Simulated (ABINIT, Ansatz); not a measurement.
# Li2SnF6 (P-31m): G0W0 with ABINIT, start to end, part 3 of 3

Aim: the G0W0 gap of Li2SnF6 (P-31m) on PBEsol, step by step.

ABINIT 10.8.3; PBEsol and many-body steps on it, plane waves. Known limits of the many-body steps: not at the basis limit; exchange with frozen shells missing; no spin-orbit coupling; coarse k mesh.

So far. Step 3 (Bands along the symmetry lines): The gap is 5.205 eV, as in the run before at this level. Step 4 (Empty states on the mesh, 3×3×2 mesh, 202 bands): On this mesh the gap is 5.229 eV.

**5. Screening, 3×3×2 mesh, 184 bands, screening to 176.9 eV**

The RPA dielectric matrix is built and inverted for each q.

This step: RPA screening on PBEsol, plane waves, norm-conserving pseudopotentials.

Input file run.abi:

```
acell 3*1.0 Angstrom
rprim 
  4.909513934494 -0.000000000024 0.000000000000
  -2.454756967227 4.251763787517 0.000000000000
  0.000000000000 0.000000000000 4.538039080000
ntypat 3
znucl 3 50 9
natom 9
typat 1 1 2 3 3 3 3 3 3
xred 
  0.666666666667 0.333333333333 0.500000000000
  0.333333333333 0.666666666667 0.500000000000
  0.000000000000 0.000000000000 0.000000000000
  0.329091060000 0.329091060000 0.255027190000
  0.670908940000 0.670908940000 0.744972810000
  0.670908940000 0.000000000000 0.255027190000
  0.329091060000 0.000000000000 0.744972810000
  0.000000000000 0.670908940000 0.255027190000
  0.000000000000 0.329091060000 0.744972810000
pp_dirpath "pseudos"
pseudos "Li.upf, Sn.upf, F.upf"
ecut 36
ngkpt 3 3 2
nshiftk 1
shiftk 0 0 0
kptopt 1
chksymbreak 0
istwfk *1
occopt 1
irdwfk 1
optdriver 3
nband 184
ecuteps 6.5
inclvkb 2
awtr 1
symchi 1
indata_prefix "in"
outdata_prefix "out"
tmpdata_prefix "tmp"
```

The run is started by

```sh
> OMP_NUM_THREADS=1 mpirun -n 4 abinit run.abi > log
```

Numbers of over 12 decimals in the logs are rounded to 6 here.

The program printed:

```text
.Version 10.8.3 of ABINIT. v10.8.2 released Aug 2026.

 Symmetries : space group P-3 1 m (#162); Bravais hP (primitive hexag.)
[... echo of the input left out ...]
== DATASET  1 ==================================================================
-   mpi_nproc: 4, omp_nthreads: 1 (-1 if OMP is not activated)

--- !DatasetInfo
iteration_state: {dtset: 1, }
dimensions: {natom: 9, nkpt: 6, mband: 184, nsppol: 1, nspinor: 1, nspden: 1, mpw: 6636, }
cutoff_energies: {ecut:  36.0, pawecutdg:  -1.0, }
electrons: {nelect:   6.20000000E+01, charge:   0.00000000E+00, occopt:   1.00000000E+00, tsmear:   1.00000000E-02, }

 SCREENING: Calculation of the susceptibility and dielectric matrices

 Based on a program developped by R.W. Godby, V. Olevano, G. Onida, and L. Reining.
 Incorporated in ABINIT by V. Olevano, G.-M. Rignanese, and M. Torrent.
.Using double precision arithmetic ; gwpc =  8

[... cell and pseudopotentials left out ...]
--------------------------------------------------------------------------------

 ==== K-mesh for the wavefunctions ====
 Number of points in the irreducible wedge :     6
[... list of points left out ...]
 Together with 12 symmetry operations and time-reversal symmetry
 yields    18 points in the full Brillouin Zone.

 ==== Q-mesh for the screening function ====
 Number of points in the irreducible wedge :     6
[... list of points left out ...]
 Together with 12 symmetry operations and time-reversal symmetry
 yields    18 points in the full Brillouin Zone.

 setmesh: FFT mesh size selected  =    32x   32x   36
          total number of points  =        36864

 vcoul_init : cutoff-mode = AUXILIARY_FUNCTION
 q-points for optical limit:   1
     1)      0.000010    0.000020    0.000030

- screening: taking advantage of time-reversal symmetry
- Maximum band index for partially occupied states nbvw = 31
- Remaining bands to be divided among processors   nbcw = 153
- Number of bands treated by each node ~38

 Number of electrons calculated from density =   62.0000; Expected =   62.0000
 average of density, n =  0.096988
 r_s =    1.3502
 omega_plasma =   30.0411 [eV]

 calculating chi0 at frequencies [eV] :
  1    0.000000E+00    0.000000E+00
  2    0.000000E+00    3.004106E+01

--------------------------------------------------------------------------------
  q-point number  1        q = ( 0.000000, 0.000000, 0.000000) [r.l.u.]
--------------------------------------------------------------------------------
[... chi0 elements left out ...]
 For q-point:  0.000010 0.000020 0.000030
  dielectric constant =   2.2355
  dielectric constant without local fields =   2.4347

  Average fulfillment of the sum rule on Im[epsilon] for q-point    1 :     60.61  [%]
[... wings left out ...]
  q-point number  2        q = ( 0.333333, 0.000000, 0.000000) [r.l.u.]
--------------------------------------------------------------------------------
[... chi0 elements left out ...]
  Average fulfillment of the sum rule on Im[epsilon] for q-point    2 :     69.76  [%]

 [... 4 further q-points ...]
```

Wall time 3.9 min (4 MPI ranks of Arm Neoverse N1, shared host); peak memory 1.6 GiB; 16 min of CPU time.

Numbers from this step:

- ε∞ with local fields, on this mesh, along the program's q direction: 2.236
- the same without local fields: 2.435
- plasma frequency: 30.04 eV
- plane waves in the screening matrix: 525

Local fields lower ε∞ by 8 %. On a Γ-centred mesh this coarse the value itself is usually too large, while a short band sum pulls it down.

**6. Self-energy, 3×3×2 mesh, 184 bands, screening to 176.9 eV**

The self-energy is evaluated for the states that the input lists, and the levels follow from it, in one-shot runs by the linearised quasiparticle equation.

This step: G0W0 on PBEsol, plane waves, norm-conserving pseudopotentials.

Changes to run.abi since step 5:

```diff
@@ -30,8 +30,17 @@
 irdwfk 1
-optdriver 3
+optdriver 4
 nband 184
+gwcalctyp 0
+ecutsigx 36
+symsigma 1
+nkptgw 2
+kptgw 
+  0.3333333333 0.0000000000 0.0000000000
+  0.0000000000 0.0000000000 0.0000000000
+bdgw 
+  30 33
+  29 33
 ecuteps 6.5
-inclvkb 2
-awtr 1
-symchi 1
+irdscr 1
+ppmodel 1
 indata_prefix "in"
```

The program printed:

```text
.Version 10.8.3 of ABINIT. v10.8.2 released Aug 2026.

 Symmetries : space group P-3 1 m (#162); Bravais hP (primitive hexag.)
[... echo of the input left out ...]
== DATASET  1 ==================================================================
-   mpi_nproc: 4, omp_nthreads: 1 (-1 if OMP is not activated)

--- !DatasetInfo
iteration_state: {dtset: 1, }
dimensions: {natom: 9, nkpt: 6, mband: 184, nsppol: 1, nspinor: 1, nspden: 1, mpw: 6636, }
cutoff_energies: {ecut:  36.0, pawecutdg:  -1.0, }
electrons: {nelect:   6.20000000E+01, charge:   0.00000000E+00, occopt:   1.00000000E+00, tsmear:   1.00000000E-02, }

 SIGMA: Calculation of the GW corrections

 Based on a program developped by R.W. Godby, V. Olevano, G. Onida, and L. Reining.
 Incorporated in ABINIT by V. Olevano, G.-M. Rignanese, and M. Torrent.
.Using double precision arithmetic ; gwpc =  8

[... cell and pseudopotentials left out ...]
--------------------------------------------------------------------------------

 ==== K-mesh for the wavefunctions ====
 Number of points in the irreducible wedge :     6
[... list of points left out ...]
 Together with 12 symmetry operations and time-reversal symmetry
 yields    18 points in the full Brillouin Zone.

 ==== Q-mesh for screening function ====
 Number of points in the irreducible wedge :     6
[... list of points left out ...]
 Together with 12 symmetry operations and time-reversal symmetry
 yields    18 points in the full Brillouin Zone.

 vcoul_init : cutoff-mode = AUXILIARY_FUNCTION
 q-points for optical limit:   1
     1)      0.000010    0.000020    0.000030
 setmesh: FFT mesh size selected  =    45x   45x   48
          total number of points  =        97200

 Number of electrons calculated from density =   62.0000; Expected =   62.0000
 average of density, n =  0.096988
 r_s =    1.3502
 omega_plasma =   30.0411 [eV]

 === KS Band Gaps ===
  >>>> For spin  1
   Minimum direct gap =   5.2491 [eV], located at k-point      :   0.0000  0.0000  0.0000
   Fundamental gap    =   5.2291 [eV], Top of valence bands at :   0.3333  0.0000  0.0000
                                       Bottom of conduction at :   0.0000  0.0000  0.0000
 SIGMA fundamental parameters:
 PLASMON POLE MODEL  1
 number of plane-waves for SigmaX                 6587
 number of plane-waves for SigmaC and W            525
 number of plane-waves for wavefunctions          6587
 number of bands                                   184
 number of independent spin polarizations            1
 number of spinorial components                      1
 number of k-points in IBZ                           6
 number of q-points in IBZ                           6
 number of symmetry operations                      12
 number of k-points in BZ                           18
 number of q-points in BZ                           18
 number of frequencies for dSigma/dE                 9
 frequency step for dSigma/dE [eV]                0.25
 number of omega for Sigma on real axis              0
 max omega for Sigma on real axis  [eV]           0.00
 zcut for avoiding poles [eV]                     0.10

 EPSILON^-1 parameters (SCR file):
 dimension of the eps^-1 matrix on file            525
 dimension of the eps^-1 matrix used               525
 number of plane-waves for wavefunctions          6587
 number of bands                                   184
 number of q-points in IBZ                           6
 number of frequencies                               2
 number of real frequencies                          1
 number of imag frequencies                          1

 matrix elements of self-energy operator (all in [eV])

 Perturbative Calculation

--- !SelfEnergy_ee
iteration_state: {dtset: 1, }
kpoint     : [   0.333,    0.000,    0.000, ]
spin       : 1
KS_gap     :    6.037
QP_gap     :   10.110
Delta_QP_KS:    4.073
data: !SigmaeeData |
     Band     E0 <VxcDFT>   SigX SigC(E0)      Z dSigC/dE  Sig(E)    E-E0       E
       30  -0.842 -22.670 -30.547   5.401   0.815  -0.228 -24.687  -2.017  -2.860
       31  -0.698 -22.820 -30.754   5.462   0.815  -0.227 -24.834  -2.013  -2.712
       32   5.339 -18.184 -13.495  -2.290   0.859  -0.165 -16.124   2.059   7.398
       33   9.720 -14.006  -8.909  -2.943   0.872  -0.147 -12.127   1.879  11.598

--- !SelfEnergy_ee
iteration_state: {dtset: 1, }
kpoint     : [   0.000,    0.000,    0.000, ]
spin       : 1
KS_gap     :    5.249
QP_gap     :    9.074
Delta_QP_KS:    3.825
data: !SigmaeeData |
     Band     E0 <VxcDFT>   SigX SigC(E0)      Z dSigC/dE  Sig(E)    E-E0       E
       29  -0.854 -22.768 -30.553   5.348   0.815  -0.228 -24.753  -1.985  -2.838
       30  -0.854 -22.768 -30.553   5.348   0.815  -0.228 -24.753  -1.985  -2.838
       31  -0.718 -22.877 -30.733   5.412   0.815  -0.227 -24.869  -1.992  -2.710
       32   4.531 -16.624 -12.130  -2.376   0.866  -0.155 -14.791   1.834   6.364
       33  10.132 -12.029  -6.840  -3.231   0.876  -0.141 -10.313   1.716  11.848

== END DATASET(S) ==============================================================
================================================================================

 -outvars: echo values of variables after computation  --------
           etotal      0.0000000000E+00
            nband         184
             nkpt           6
          spgroup         162
 [... the other variables as echoed above ...]

 Calculation completed.
```

Elapsed: 87 s, on 4 MPI ranks; peak memory 1.5 GiB.

Numbers from this step:

* G0W0 gap on the points computed: 9.074 eV
* starting gap on the mesh: 5.229 eV
* k of the valence top: 0, 0, 0
* k of the conduction bottom: 0, 0, 0
* Z at the valence top: 0.815
* Z at the conduction bottom: 0.866
* least direct G0W0 gap on the computed points: 9.074 eV

The gap on the mesh goes from 5.23 eV to 9.07 eV, a correction of +3.84 eV. The start differs from the 5.20 eV found before because the two sample other k points.

Limits: finite bands, cutoff and mesh; exchange with frozen shells missing; no spin-orbit coupling; coarse k mesh. v1 is the top filled band, c1 the lowest empty one. The levels before and after the correction (eV, zero at the valence-band top of each column):

```
           conduction bottom  valence top
Kohn-Sham               5.23         0.00
     G0W0               9.07         0.00
```

```
             level  energy (eV)
Kohn-Sham  Γ v3-v2       -0.155
Kohn-Sham     Γ v1       -0.020
Kohn-Sham     Γ c1        5.229
Kohn-Sham     Γ c2       10.830
     G0W0  Γ v3-v2       -0.128
     G0W0     Γ v1        0.000
     G0W0     Γ c1        9.074
     G0W0     Γ c2       14.558
```

**7. Where the time went**

Times are wall times on 4 MPI ranks of Arm Neoverse N1, shared host, good to a factor of about two.

```
                          step     time  share  memory (GiB)
                  ground state  2.2 min   19 %          0.45
bands along the symmetry lines     99 s   14 %          0.46
      empty states on the mesh  2.8 min   23 %          0.46
                     screening  3.9 min   33 %           1.6
                   self-energy     87 s   12 %           1.5
```

**8. Outcome**

```
PBEsol gap                           : 5.20 eV, indirect (only 44 meV under the direct gap)
G0W0 gap on the mesh                 : 9.07 eV
G0W0 gap over the zone (rigid shift) : 9.05 eV
GW settings                          : 3×3×2 mesh, 184 bands, screening to 176.9 eV, Godby-Needs plasmon pole
known limits                         : not at the basis limit; exchange with frozen shells missing; no spin-orbit coupling; coarse k mesh
```

G0W0 moves the gap on the mesh from 5.23 eV to 9.07 eV (+3.84 eV), with Z of 0.81 and 0.87 at the edges. The mesh misses the band edges by 0.02 eV in all; a rigid shift gives 9.05 eV for the zone. Local fields lower the RPA ε∞ on this mesh from 2.43 to 2.24; a Γ-centred mesh this coarse tends to raise both, most where the direct gap is narrow, while a short band sum lowers them. Only 2 of the mesh's irreducible points were corrected, so a valley elsewhere could overtake. Bands and cutoff are finite, so the gap is not at the basis limit. The miss can reach some tenths of an eV and take either sign; the mesh is an error of its own. In the G0W0 run levels were corrected at 2 k points alone, so a gap called «on the mesh» is the least over those, and an edge elsewhere would be missed. The 3×3×2 mesh is coarse for this cell, which bears on the long-range parts of exchange and screening. The norm-conserving file of at least one element keeps a d shell over frozen s and p shells of the same row. Exchange with those shells is missing from the self-energy, an error of 0.3 to 0.9 eV in cases checked, whose sign depends on which edge lies on those atoms. The many-body steps are scalar-relativistic: spin-orbit coupling is not in them.

[Paths, hosts, dates, memory and timing lines, banners, echoed tables and standing remarks are left out of the program output.]

[Logs are printed without paths, hosts, clocks, repeated set-up lines and the standing remarks that a program may print on its own settings, such as how far it seeks lower states.]

[Runs of the session that timed out or met a known fault of the program may be left out.]

[Hosts, paths, dates, database ids (printed as entryN), source tags and the programs' standing remarks are cut or masked in the printed files.]

[G0W0 gaps are taken among the corrected bands and points alone; a level outside them can change the order at an edge.]

[Where Ansatz stands beside ABINIT at settings called matched, ABINIT's density can come from a denser mesh and the files from another edition; pairs whose starting gaps differed by over 0.03 eV were left out, so agreement reads better than it is.]
